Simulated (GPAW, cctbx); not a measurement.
# Na2SF6: deformation density and structure factors from DFT

Question: by how much does bonding change the X-ray structure factors of Na2SF6, how firmly does DFT give the change, and what does a routine refinement make of it?

The start was made by putting kin elements into a known structure type; the compound need not exist, or be stable, in this form. All numbers below are calculated.

### 1. Relax the structure

The density hangs on the geometry, so cell and atoms are relaxed first, with the symmetry held. The cutoff is set higher than for the density because stress converges slowly with plane waves.

Settings: GPAW 26.7.0, PBE, 900 eV, 3×3×3 k-points, Fermi–Dirac width 0.05 eV, BFGS to 0.03 eV/Å.

```text
cell
1.0
     0.000000000    4.051500000    4.051500000
     4.051500000    0.000000000    4.051500000
     4.051500000    4.051500000    0.000000000
S Na F
1 2 6
Direct
0.000000000 0.000000000 0.000000000
0.750000000 0.750000000 0.750000000
0.250000000 0.250000000 0.250000000
0.755400000 0.755400000 0.244600000
0.244600000 0.244600000 0.755400000
0.755400000 0.244600000 0.755400000
0.244600000 0.755400000 0.755400000
0.244600000 0.755400000 0.244600000
0.755400000 0.244600000 0.244600000
```

```console
$ OMP_NUM_THREADS=1 mpirun -n 4 gpaw python run.py > gpaw.log
```

```text
BFGS:    0      -34.721136        1.651052
BFGS:    1      -34.959477        1.344308
BFGS:    2      -35.279520        0.692366
BFGS:    3      -35.342372        0.247395
...
BFGS:    9      -35.321680        0.274428
BFGS:   10      -35.324443        0.080071
BFGS:   11      -35.328356        0.003637
cell  5.4934 5.4934 5.4934  60.00 60.00 60.00
volume 117.224 A^3, largest force 0.004 eV/A, largest stress 0.03 GPa
```

After 11 steps the volume has changed by -11.9 % and the energy by -0.607 eV; the largest stress left is 0.03 GPa. It took 1.9 min on 4 cores of Intel(R) Xeon(R) Platinum 8488C (Sapphire Rapids) (shared host), peak memory 1.4 GiB.

Relaxed structure: Fm-3m (no. 225), a = 7.7689 Å, b = 7.7689 Å, c = 7.7689 Å, α = 90.00°, β = 90.00°, γ = 90.00°.

| atom | mult. | x | y | z |
| --- | --- | --- | --- | --- |
| S1 | 4 | 0 | 0 | 0 |
| Na1 | 8 | 1/4 | 1/4 | 3/4 |
| F1 | 24 | 0 | 0 | 0.7605 |

### 2. The all-electron density

X-rays see the whole electron density, so the PAW density is rebuilt with its core regions. Subtracting spherical free atoms from the same code cancels the cores and leaves the deformation density Δρ, the part due to bonding.

Settings: PBE, 550 eV, 4×4×4 k-points, Fermi–Dirac width 0.05 eV; primitive cell of 9 atoms.

```console
$ OMP_NUM_THREADS=1 mpirun -n 4 gpaw python run.py > gpaw.log
```

```text
|iter:   1|       0s |  -38.848351 | -0.37 |       |
|iter:   2|       0s |  -37.646892 | -1.86 | -1.06 |
|iter:   3|       1s |  -34.762914 | -0.71 | -1.13 |
...
|iter:   7|       3s |  -34.766971c| -5.94 | -3.27 |
|iter:   8|       4s |  -34.766972c| -7.04 | -4.25c|
|iter:   9|       4s |  -34.766972c| -7.65c| -4.91c|
```

```text
grid (60, 60, 60)  electrons 92.000  moved by bonding 1.648 e
deformation density beyond 0.5 A of the nuclei: max 0.166, min -0.149 e/A^3
atom        x       y       z   Voronoi charge  moment
S 1    0.0000  0.0000  0.0000      0.512       0.00
Na2    0.7500  0.7500  0.7500      0.233       0.00
Na3    0.2500  0.2500  0.2500      0.233       0.00
F 4    0.7605  0.7605  0.2395     -0.163       0.00
F 5    0.2395  0.2395  0.7605     -0.163       0.00
F 6    0.7605  0.2395  0.7605     -0.163       0.00
F 7    0.2395  0.7605  0.7605     -0.163       0.00
F 8    0.2395  0.7605  0.2395     -0.163       0.00
F 9    0.7605  0.2395  0.2395     -0.163       0.00
mean inner potential of superposed free atoms 10.613 V
total magnetic moment 0.000 muB
```

Deformation density in a plane through the shortest contact of the S atom at the origin, in 0.01 e/Å³ (clipped at ±99); x from -1.6 to 3.5 Å, y from 2.4 down to -2.4 Å:

```text
 -1  -1   1   2   2  -4   3   2   0  -1  -1  -1  -1   0   4  10
 -1   0   3  15   .   .   .   7   1  -1  -2  -2  -1   1   7  17
 -1  -1   3  12   .   .   7   5   0  -1  -1  -1  -1   0   3   7
  0  -1  -1   1  11  13   5   0  -2  -1   0   0  -1   0   0   0
  4   1  -6  -9  -2   1  -7  -8  -2   3   6   4   2  -1  -1  -1
  4   9  -2 -11  -5   .  -9  -8   3  10   .  10   2   0  -1  -1
  .  12   6  -2   .   .   .   0  11   .   .   .  -2  -1  -1  -1
  5   8  -2 -11  -5   .  -9  -8   3  10   .   9   2   0  -1  -1
  4   0  -6  -9  -3   1  -7  -8  -2   2   6   4   1   0  -1  -1
  0  -1  -1   2  10  13   5   0  -2  -1   0   0  -1  -1   0   0
 -1  -1   3  12   .   .   6   5   1  -1  -1  -1  -1   0   3   7
 -1   0   3  14   .   .   .   6   1  -1  -2  -2  -1   1   7  17
 -1  -1   1   2   1  -4   4   2   0  -1  -1  -1  -1   0   3   8
```

Atoms in or within 0.15 Å of the plane: S (0.0, 0.0), F (1.9, 0.0), F (0.0, 1.9), F (0.0, -1.9) Å. Dots mark points within about 0.45 Å of a nucleus; large values next to them are atomic features.

F gains most (-0.16 e) and S loses most (+0.51 e); F is the most electronegative element, but the order of the others doesn't follow electronegativity. Such charges fall far short of formal ones, since overlapping free atoms already put density on their neighbours. Along the shortest contact from the S atom at the map's origin, S–F at 1.86 Å, Δρ is +0.06 e/Å³ at the midpoint and highest, +0.14, 1.18 Å from S (points within 0.5 Å of a nucleus left out): little sits at the middle, as in a polar contact, whose build-up shifts to the more electronegative atom. At the midpoints of other shortest contacts it is -0.05 (F–F, 2.63 Å), -0.01 (Na–F, 2.75 Å) and -0.03 (S–Na, 3.36 Å) e/Å³. Point values carry grid noise of about 0.01 e/Å³. The run needed 9 iterations, 13 s.

### 3. From the density to structure factors

The Fourier components of Δρ, added to those of the free atoms, give the static X-ray structure factors; the Mott–Bethe relation turns them into the Fourier components V of the potential that fast electrons feel.

```text
static structure factors of the conventional cell: F in electrons, V (Mott-Bethe) in volts
   h  k  l      d  |F| table  |F| free   |F| DFT   change   |V| free  |V| DFT  change %
   1  1  1  4.4854    68.141    68.098    66.931   -1.167     1.989    2.219     11.5
   0  2  0  3.8844    42.216    41.896    42.497    0.602     0.992    0.904     -8.9
   0  2  2  2.7467    59.945    60.186    57.576   -2.610     1.553    1.746     12.4
   1  3  1  2.3424    39.692    39.798    39.322   -0.476     1.048    1.074      2.4
   2  2  2  2.2427   172.166   170.754   174.683    3.929     3.313    3.119     -5.8
   0  4  0  1.9422   235.097   233.991   236.685    2.695     4.850    4.751     -2.0
   1  3  3  1.7823    23.420    23.565    23.035   -0.530     0.525    0.542      3.1
   0  4  2  1.7372    21.262    21.409    22.163    0.754     0.730    0.707     -3.0
   2  4  2  1.5858    49.215    49.154    49.475    0.321     0.728    0.720     -1.1
   3  3  3  1.4951    12.766    12.871    12.319   -0.552     0.191    0.203      6.3
   1  5  1  1.4951    50.844    50.818    51.536    0.718     1.004    0.988     -1.6
   0  4  4  1.3734   178.405   178.019   178.374    0.355     3.411    3.405     -0.2
   1  5  3  1.3132    38.304    38.291    38.425    0.134     0.667    0.665     -0.3
   2  4  4  1.2948    16.156    16.299    16.462    0.163     0.448    0.446     -0.6
```

The largest X-ray change is +3.93 e on 222, 2.3 % of |F|. For electrons V goes as (Z − F)/g², so a change of F counts against Z − F, which is small at low angle and wherever the atoms' terms cancel: |V| of 022 moves by +12.4 % (1.55 to 1.75 V) against -4.3 % in |F|. The tabulated Hartree–Fock atoms differ from the free DFT atoms by up to 1.41 e, so the choice of reference atom matters too.

### 4. Which functional?

The same geometry is run with other functionals, to see whether the bonding signal is larger than the spread between approximations. Free atoms are LDA for LDA and PBE otherwise; meta-GGAs and hybrids keep PBE cores. Any other changed setting is in the row's label.

| run | ΔF 222 (e) | ΔF 040 (e) | ΔF 022 (e) | q(F) (e) | moved (e) | time |
| --- | --- | --- | --- | --- | --- | --- |
| PBE | +3.929 | +2.695 | -2.610 | -0.163 | 1.648 | 13 s |
| LDA | +3.588 | +2.367 | -2.534 | -0.159 | 1.544 | 12 s |
| SCAN | +4.467 | +3.121 | -2.775 | -0.175 | 1.788 | 21 s |

At the base's settings ΔF(222) spans +3.588 to +4.467 e, a spread of 22 % of the PBE value; over the three listed reflections the spread is at most 28 %, so the sign holds and the size hangs on the functional. Times are from shared hosts.

### 5. What a spherical-atom refinement makes of it

Routine crystallography fits spherical atoms. To see the bias, intensities are simulated from tabulated atoms plus the DFT change ΔF, so that bonding alone can misfit (3838 reflections of the full sphere, merged to the counts below, to 0.5 Å, 0.5 % proportional noise plus counting noise, assumed isotropic U as listed, Δρ smeared by the mean U) and refined with cctbx over different ranges.

```
                    range  data      R1  GooF  U S1 (true 0.004)  U Na1 (true 0.0045)  U F1 (true 0.0047)  largest shift (Å)  Δρ max, min (e/Å³)
                 all data   131  0.0087  3.29             0.0041               0.0045              0.0046             0.0009         0.24, -0.21
 low resolution, d > 0.84    38  0.0102  5.48             0.0041               0.0047              0.0047             0.0008         0.14, -0.16
     high order, d < 0.75    81  0.0068  1.86             0.0040               0.0044              0.0046             0.0009         0.11, -0.21
occupancies free, d > 0.7    58  0.0085  3.89             0.0038               0.0045              0.0054             0.0011         0.10, -0.16
```

With all data GooF is 3.29, so the misfit of spherical atoms stands above the noise; the top residual peak lies 0.01 Å from F and 1.87 Å from S, on the atom. No U is off by more than 3 s.u. at low resolution. With S1 held at 1 and the scale free, the other occupancies refine to Na1 1.005(0.006) and F1 1.023(0.006), on sites that are all full: they absorb part of the misfit, and only ratios to the fixed site mean anything.

### 6. Answer

Bonding moves 1.65 e in the primitive cell of Na2SF6 and changes the structure factors of the conventional cell in the table above by at most 3.93 e (222, 2.3 %), and among reflections above 2 % of the strongest by up to 4.3 % (022). The shortest bond, S–F, has Δρ = +0.06 e/Å³ at its midpoint, low for a shared bond; with the charge transfer this is a polar contact. At the base's settings ΔF(222) spans +3.588 to +4.467 e, a spread of 22 % of the PBE value; over the three listed reflections the spread is at most 28 %, so the sign holds and the size hangs on the functional. With all data GooF is 3.29, so the misfit of spherical atoms stands above the noise. Limits: static density, frozen cores, no spin–orbit coupling.

[Outputs are excerpts: Python notices, other lines and further rows are left out; steps that failed or that the build refused (PBEsol, TPSS) are not shown.]

[Logs are printed without paths, hosts, clocks, repeated set-up lines and the standing remarks that a program may print on its own settings, such as how far it seeks lower states.]
